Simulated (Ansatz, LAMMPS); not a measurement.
## Structural relaxation of amorphous polyisobutylene (as short chains C18H38), from a frame at 500 K (224 atoms)

Wanted: the relaxed structure of amorphous polyisobutylene (as short chains C18H38), from a frame at 500 K (224 atoms) and its electronic structure.

Method: Kohn-Sham DFT, PBE+D4, PAW (set soft_2), plane waves, in Ansatz 0.2.0.

This is a report of a sequence of runs, with most program output left out.

## 1. Starting point

The cell holds 224 atoms: 72 C and 152 H. Its edges and angles: a = 12.952 Å, b = 12.952 Å, c = 12.952 Å, α = 90.0°, β = 90.0°, γ = 90.0°. 4 polyisobutylene chains of 4 units with methyl end groups placed at random, at 0.778 g/cm³; overlaps pushed apart, then 20 ps at 800 K with MMFF94 bonds, angles, torsions, charges and radii (Halgren, J. Comput. Chem. 17, 490 (1996)) in harmonic and 12-6 forms. Snapshot after 30 ps at 500 K and fixed volume.

Limits known from the start: The network of contacts between molecules at the start is that of the classical potential that made the cell. The density was typed from a rule of thumb and may lie off the real one at this temperature. Only the Γ point is sampled, in a cell whose shortest periodic width is 13 Å.

## 2. The classical run that made the cell

A classical potential makes the cell, at a small fraction of what the same run would cost in DFT.

This step: classical MD, MMFF94 bonds, angles, torsions, charges and radii (Halgren, J. Comput. Chem. 17, 490 (1996)) in harmonic and 12-6 forms; charges of ions scaled by 0.8 (LAMMPS 22 Jul 2025 - Update 4).

File in.lmp:

```
# amorphous polyisobutylene
units real
atom_style full
boundary p p p
bond_style harmonic
angle_style harmonic
dihedral_style opls
improper_style harmonic
special_bonds lj 0 0 0.5 coul 0 0 0.75
read_data data.lmp
neigh_modify delay 0 every 1 check yes one 4000
comm_modify cutoff 12.0
timestep 0.5
thermo_style custom step time temp pe press density
thermo_modify norm yes
# push overlapping molecules apart
pair_style soft 2.6
pair_coeff * * 0.0
variable a equal ramp(1,60)
fix ad all adapt 1 pair soft a * * v_a
velocity all create 800 706860 mom yes dist gaussian
fix lim all nve/limit 0.03
fix lan all langevin 800 800 50 706861 zero yes
thermo 1000
run 3000 post no
unfix ad
pair_style lj/cut 9.0
pair_modify mix arithmetic tail yes
pair_coeff 1 1 0.0678 3.3680   # C
pair_coeff 2 2 0.0216 2.5400   # H
thermo 100
minimize 1e-5 1e-3 300 3000
reset_timestep 0
velocity all create 800 706862 mom yes dist gaussian
# [... 13 lines left out ...]
compute msd all msd com yes
thermo 7500
fix md all nvt temp 500 500 100
run 30000 post no
print "== T500: mean square displacement over the hold $(c_msd[4]:%.2f) A^2"
unfix md
uncompute msd
write_dump all custom T500.dump id type xs ys zs modify sort id
```

On the command line:

```sh
lmp -in in.lmp -log none -nocite
```

Wall time 78 s (1 thread of Intel Xeon Platinum 8259CL at 2.50GHz (Skylake/Cascade Lake), shared host); peak memory 0.12 GiB.

The input also reads data.lmp (atoms, bonds and types; not printed here).

## 3. Single point at the start

The forces at the start show how far the geometry lies from a minimum of this functional.

File input.yaml:

```yaml
crystal:
  lattice:
    - [12.9521, 0.0, 0.0]
    - [0.0, 12.9521, 0.0]
    - [0.0, 0.0, 12.9521]
  atoms:
    - { symbol: C, position: [0.96348, 0.19985, 0.53373] }
    - { symbol: C, position: [0.8541, 0.24861, 0.51447] }
    - { symbol: C, position: [0.83476, 0.34992, 0.57074] }
    - { symbol: C, position: [0.91146, 0.43485, 0.53405] }
    - { symbol: C, position: [0.85874, 0.35176, 0.68457] }
    - { symbol: C, position: [0.72932, 0.4021, 0.54022] }
    - { symbol: C, position: [0.62693, 0.34133, 0.55227] }
    - { symbol: C, position: [0.60186, 0.26692, 0.46307] }
    - { symbol: C, position: [0.63118, 0.26616, 0.64857] }
    - { symbol: C, position: [0.54114, 0.42532, 0.56095] }
    - { symbol: C, position: [0.42585, 0.39541, 0.57739] }
    - { symbol: C, position: [0.39409, 0.28091, 0.54206] }
    - { symbol: C, position: [0.395, 0.40032, 0.69034] }
    - { symbol: C, position: [0.3612, 0.47925, 0.52057] }
    - { symbol: C, position: [0.24217, 0.47705, 0.51386] }
    - { symbol: C, position: [0.21188, 0.56111, 0.43909] }
    - { symbol: C, position: [0.19768, 0.49585, 0.61725] }
    - { symbol: C, position: [0.20088, 0.37642, 0.46606] }
    - { symbol: H, position: [0.99072, 0.17638, 0.45312] }
    - { symbol: H, position: [0.94953, 0.12587, 0.58156] }
    - { symbol: H, position: [0.02275, 0.24865, 0.57032] }
    - { symbol: H, position: [0.79412, 0.18873, 0.52282] }
    - { symbol: H, position: [0.8367, 0.26755, 0.43509] }
    - { symbol: H, position: [0.99414, 0.41532, 0.54218] }
    - { symbol: H, position: [0.90352, 0.50459, 0.56913] }
    - { symbol: H, position: [0.89035, 0.45781, 0.45972] }
    - { symbol: H, position: [0.85683, 0.42754, 0.71996] }
    - { symbol: H, position: [0.93708, 0.32189, 0.70459] }
    - { symbol: H, position: [0.80396, 0.29786, 0.72217] }
    - { symbol: H, position: [0.72625, 0.46566, 0.59506] }
    - { symbol: H, position: [0.7203, 0.44977, 0.46484] }
    - { symbol: H, position: [0.54694, 0.3027, 0.41733] }
    [... 186 atom lines left out ...]
    - { symbol: H, position: [0.38061, 0.56405, 0.12681] }
    - { symbol: H, position: [0.4522, 0.47923, 0.1909] }
    - { symbol: H, position: [0.40394, 0.43642, 0.0698] }
    - { symbol: H, position: [0.54981, 0.39782, 0.98454] }
    - { symbol: H, position: [0.62158, 0.42118, 0.08342] }
    - { symbol: H, position: [0.64703, 0.47841, 0.95592] }
kpoints:
  mp_grid: { grid: [1, 1, 1] }
hamiltonian:
  xc: pbe
  dispersion: d4
scf:
  occupations: { method: fixed }
output:
  forces: true
  stress: true
  populations: true
  dos:
    method: { smearing: { sigma: 0.1 } }
    de: 0.1
    projected: { site_lists: { C: [C], H: [H] } }
  eigenvalues: true
```

On the command line:

```sh
ansatz run input.yaml --threads 4 --pin off --max-ram 8192MiB --backend cpu --events-out ev --progress --plain --runs-dir out
```

Elapsed: 59 s, on 4 threads of Intel Xeon Platinum 8259CL at 2.50GHz (Skylake/Cascade Lake), shared host; peak memory 2.9 GiB.

Read from the output:

| Property | Result |
| --- | --- |
| free energy | -20512.1853 eV |
| free energy per atom | -91.5723 eV/atom |
| SCF cycles | 9 |
| pressure | 2.611 GPa |
| r.m.s. force component | 1.086 eV/Å |
| longest force | 4.731 eV/Å |
| Fermi energy | -1.88 eV |
| gap (highest filled to lowest empty level) | 4.872 eV |
| spilling of the projection | 0.0111 |

The r.m.s. force component of 1.1 eV/Å and the pressure of 2.6 GPa set the starting point.

Length of the force by element:

```
element  coordination  atoms  mean length of the force (eV/Å)  spread  least  most
      C           all     72                             2.26   0.916  0.658  4.73
      H           all    152                             1.31   0.816  0.256  4.38
```

## 4. Relaxation

With the cell held, the atoms are moved downhill towards a nearby minimum.

input.yaml, the sections that differ from step 3:

```yaml
output:
  forces: true
relax:
  f_tol: 0.05
  max_steps: 200
# crystal, kpoints, hamiltonian, scf: as in step 3
```

Wall time 6.7 min (4 threads); peak memory 2.5 GiB; 25 min of CPU time.

The steps of the relaxation:

| step | energy less that of the first step (eV) | largest force component (eV/Å) |
| --- | --- | --- |
| 1 | 0.0000 | 4.2546 |
| 2 | -11.4302 | 1.4170 |
| 3 | -13.4082 | 0.4041 |
| 4 | -13.7879 | 0.1987 |
| 5 | -14.0267 | 0.0933 |
| 6 | -14.1579 | 0.1419 |
| 7 | -14.2299 | 0.4006 |
| 8 | -14.2861 | 0.4726 |
| 9 | -14.3482 | 0.3479 |
| 10 | -14.3915 | 0.2443 |
| 11 | -14.4177 | 0.2232 |
| 12 | -14.4371 | 0.2153 |
| 13 | -14.4482 | 0.1625 |
| 14 | -14.4588 | 0.0882 |
| 15 | -14.4642 | 0.0694 |
| 16 | -14.4683 | 0.0649 |
| 17 | -14.4727 | 0.0466 |
| 18 | -14.4727 | 0.0468 |
| 19 | -14.4749 | 0.0444 |

The atoms that moved most (Å):

```
atom     dx     dy      dz  length
 H49  0.911  1.599   0.407   1.885
 H56  0.126  1.727  -0.591   1.829
 H48  0.747  1.566   0.262   1.755
 H55  0.178  1.663  -0.323   1.703
 H20  0.761  1.292   0.507   1.583
 C16  0.683  1.348   0.341   1.549
 H50  0.808  1.091   0.650   1.505
 C18  0.141  1.405  -0.487   1.493
```

The relaxation changed the energy by -64.6 meV/atom, and atoms moved by 0.66 Å r.m.s., 1.9 Å at most.

## 5. Structure statistics after relaxation

Bonds before and after, by the cutoffs listed below:

| pair | bonds before | bonds after | mean before (Å) | mean after (Å) | spread before (Å) | spread after (Å) |
| --- | --- | --- | --- | --- | --- | --- |
| H-C | 152 | 152 | 1.089 | 1.099 | 0.038 | 0.002 |
| C-C | 68 | 68 | 1.544 | 1.547 | 0.039 | 0.012 |

Density 0.778 g/cm³, 9.7 Å³ an atom.

Pair distribution functions g(r), in bins of 0.2 Å:

```csv
r (Å),total,H-H,H-C,C-C
1.00,2.77,0.00,6.35,0.00
1.20,1.60,0.00,3.68,0.00
1.40,0.00,0.00,0.00,0.00
1.60,0.98,0.00,0.00,9.50
1.80,1.49,3.23,0.00,0.00
2.00,0.10,0.21,0.00,0.00
2.20,1.64,0.65,3.08,0.00
2.40,0.89,1.40,0.13,1.86
2.60,1.33,0.95,1.27,3.34
2.80,1.42,0.84,2.23,0.52
3.00,0.90,0.89,1.09,0.11
3.20,0.77,0.90,0.47,1.40
3.40,1.03,0.67,1.44,0.89
3.60,0.94,1.26,0.76,0.29
3.80,1.04,1.72,0.53,0.16
4.00,0.76,0.90,0.58,0.88
4.20,0.89,0.87,1.03,0.42
4.40,0.94,1.05,0.93,0.48
4.60,0.97,0.89,1.04,0.99
4.80,0.97,0.87,1.09,0.94
5.00,0.92,1.02,0.90,0.53
5.20,0.96,0.98,0.97,0.80
5.40,0.99,1.06,0.93,0.96
5.60,0.90,0.86,0.94,0.90
5.80,0.96,0.90,1.04,0.95
6.00,1.04,1.09,0.96,1.06
6.20,1.02,0.97,1.05,1.12
6.40,1.02,0.98,1.04,1.13
```

Bonds by pair of elements; cutoffs follow the first minimum of g(r), held within bounds set by covalent radii, and pairs that aren't listed don't count as bonded:

```csv
pair A-B,cutoff (Å),bonds,mean length (Å),spread (Å),shortest (Å),B about A,A about B
H-C,1.34,152,1.10,0.002,1.09,1,2.11
C-C,1.85,68,1.55,0.012,1.52,1.89,1.89
```

How many atoms have how many bonded neighbours:

| element | mean | 1 | 4 |
| --- | --- | --- | --- |
| C | 4 | 0 | 72 |
| H | 1 | 152 | 0 |

Bond angles, per cent of each kind in bins of 5°:

| angle (°) | C-C-H | H-C-H | C-C-C |
| --- | --- | --- | --- |
| 100–105 | 2.7 | 1.5 | 8.9 |
| 105–110 | 37.0 | 98.5 | 41.1 |
| 110–115 | 60.3 | 0.0 | 34.8 |
| 115–120 | 0.0 | 0.0 | 4.5 |
| 120–125 | 0.0 | 0.0 | 2.7 |
| 125–130 | 0.0 | 0.0 | 8.0 |

Bond angles (no mean is given where the spread exceeds 20°):

```
angle  count  mean (°)  spread (°)
C-C-H    184       110         2.4
H-C-H    136       107         0.8
C-C-C    112       111         5.9
```

With the cutoffs above, all C atoms have 4 and all H atoms have 1 bonded neighbour. The C-C-H angle averages 110° with a spread of 2°.

## 6. Single point at the relaxed geometry

One more single point at the end of the walk gives the fuller output and checks the residual forces.

File input.yaml:

```yaml
crystal:
  lattice:
    - [12.9521, 0.0, 0.0]
    - [0.0, 12.9521, 0.0]
    - [0.0, 0.0, 12.9521]
  atoms:
    - { symbol: C, position: [0.98395, 0.24352, 0.54142] }
    - { symbol: C, position: [0.8715, 0.2796, 0.53619] }
    - { symbol: C, position: [0.8435, 0.37483, 0.60278] }
    - { symbol: C, position: [0.91896, 0.46376, 0.57888] }
    - { symbol: C, position: [0.8545, 0.34947, 0.71868] }
    - { symbol: C, position: [0.73435, 0.41913, 0.57715] }
    - { symbol: C, position: [0.63162, 0.35606, 0.57032] }
    - { symbol: C, position: [0.63105, 0.28785, 0.4727] }
    - { symbol: C, position: [0.61632, 0.28774, 0.66585] }
    - { symbol: C, position: [0.54775, 0.44232, 0.55775] }
    - { symbol: C, position: [0.42854, 0.42855, 0.57335] }
    - { symbol: C, position: [0.38458, 0.3297, 0.52525] }
    - { symbol: C, position: [0.40515, 0.42887, 0.68988] }
    - { symbol: C, position: [0.38327, 0.52703, 0.52029] }
    - { symbol: C, position: [0.26674, 0.55399, 0.50802] }
    - { symbol: C, position: [0.26461, 0.66515, 0.46541] }
    - { symbol: C, position: [0.20572, 0.5531, 0.6098] }
    - { symbol: C, position: [0.21178, 0.48488, 0.42846] }
    - { symbol: H, position: [0.99423, 0.17289, 0.49559] }
    - { symbol: H, position: [0.00828, 0.22564, 0.62071] }
    - { symbol: H, position: [0.03732, 0.30157, 0.51031] }
    - { symbol: H, position: [0.82173, 0.21469, 0.55919] }
    - { symbol: H, position: [0.85231, 0.29681, 0.45506] }
    - { symbol: H, position: [0.9979, 0.44468, 0.60286] }
    - { symbol: H, position: [0.89613, 0.53423, 0.62047] }
    - { symbol: H, position: [0.92008, 0.48192, 0.49584] }
    - { symbol: H, position: [0.83029, 0.41571, 0.76615] }
    - { symbol: H, position: [0.93533, 0.33274, 0.73844] }
    - { symbol: H, position: [0.80834, 0.2825, 0.74198] }
    - { symbol: H, position: [0.72158, 0.48039, 0.63505] }
    - { symbol: H, position: [0.74135, 0.46, 0.50259] }
    - { symbol: H, position: [0.65101, 0.33386, 0.4041] }
    [... 186 atom lines left out ...]
    - { symbol: H, position: [0.39293, 0.49419, 0.14936] }
    - { symbol: H, position: [0.50134, 0.41005, 0.15156] }
    - { symbol: H, position: [0.40666, 0.39615, 0.05422] }
    - { symbol: H, position: [0.54402, 0.41314, 0.91283] }
    - { symbol: H, position: [0.63787, 0.42017, 0.01165] }
    - { symbol: H, position: [0.63269, 0.5177, 0.91494] }
kpoints:
  mp_grid: { grid: [1, 1, 1] }
hamiltonian:
  xc: pbe
  dispersion: d4
scf:
  occupations: { method: fixed }
output:
  forces: true
  stress: true
  populations: true
  dos:
    method: { smearing: { sigma: 0.08 } }
    de: 0.1
    projected: { site_lists: { C: [C], H: [H] } }
  eigenvalues: true
  write_density: true
  write_potential: true
  volumetric_format: npy
  elf: true
```

Wall time 42 s (4 threads); peak memory 2.9 GiB; 2.5 min of CPU time.

The program notes that the exchange-correlation potential is rough where the density is thin.

The run gave:

* free energy: -20526.6601 eV
* free energy per atom: -91.6369 eV/atom
* SCF cycles: 8
* pressure: -0.2775 GPa
* r.m.s. force component: 0.0103 eV/Å
* longest force: 0.05233 eV/Å
* Fermi energy: -2.117 eV
* gap (highest filled to lowest empty level): 5.137 eV
* spilling of the projection: 0.01105

Löwdin charges by element (they lack the spilled electrons, 0.022 e an atom on average):

```
element  coordination  atoms  mean charge (e)  spread   least   most
      C           all     72           -0.295   0.218  -0.464  0.098
      H           all    152            0.172  0.0073   0.154  0.187
```

Density of states as counts of states in windows of 1 eV (from the Fermi level), total and the larger projections:

| from (eV) | to (eV) | total | C p | H s | C s |
| --- | --- | --- | --- | --- | --- |
| -10 | -9 | 11.4 | 2.5 | 3.1 | 5.6 |
| -9 | -8 | 8.0 | 2.1 | 2.5 | 3.3 |
| -8 | -7 | 8.0 | 3.8 | 1.7 | 2.5 |
| -7 | -6 | 22.9 | 11.2 | 5.8 | 5.5 |
| -6 | -5 | 6.6 | 4.4 | 1.7 | 0.4 |
| -5 | -4 | 56.1 | 39.6 | 14.3 | 1.3 |
| -4 | -3 | 49.8 | 33.3 | 15.1 | 0.7 |
| -3 | -2 | 76.8 | 48.2 | 27.5 | 0.6 |
| -2 | -1 | 66.2 | 45.1 | 20.1 | 0.7 |
| -1 | 0 | 39.4 | 29.4 | 9.2 | 0.7 |
| 0 | 1 | 2.0 | 1.6 | 0.4 | 0.0 |
| 1 | 5 | 0.0 | 0.0 | 0.0 | 0.0 |

The curve was stored every 0.100 eV, coarse against its broadening of 0.08 eV, so these counts are rough.

With fixed occupations the program's Fermi level is the highest filled level; weight inside the gap is the broadening of levels at its edges.

Between -15 and -10 eV lie 93 more states.

The levels nearest the highest filled one (over half full), pooled over k-points and spins:

```csv
level less the highest filled one (eV),occupation
-0.495,2
-0.380,2
-0.244,2
-0.124,2
-0.0974,2
0,2
5.14,0
5.81,0
5.87,0
5.94,0
6.06,0
6.10,0
```

[end of part 1 of 2]

[Logs are printed without paths, hosts, clocks, repeated set-up lines and the standing remarks that a program may print on its own settings, such as how far it seeks lower states.]

[Hosts, paths, dates, database ids (printed as entryN), source tags and the programs' standing remarks are cut or masked in the printed files.]

[The MMFF94 radii named for the starting cell were scaled by 0.96; in molecules described by MMFF94, hydrogen bound to N, O or S took a small fixed 12-6 site in their place.]
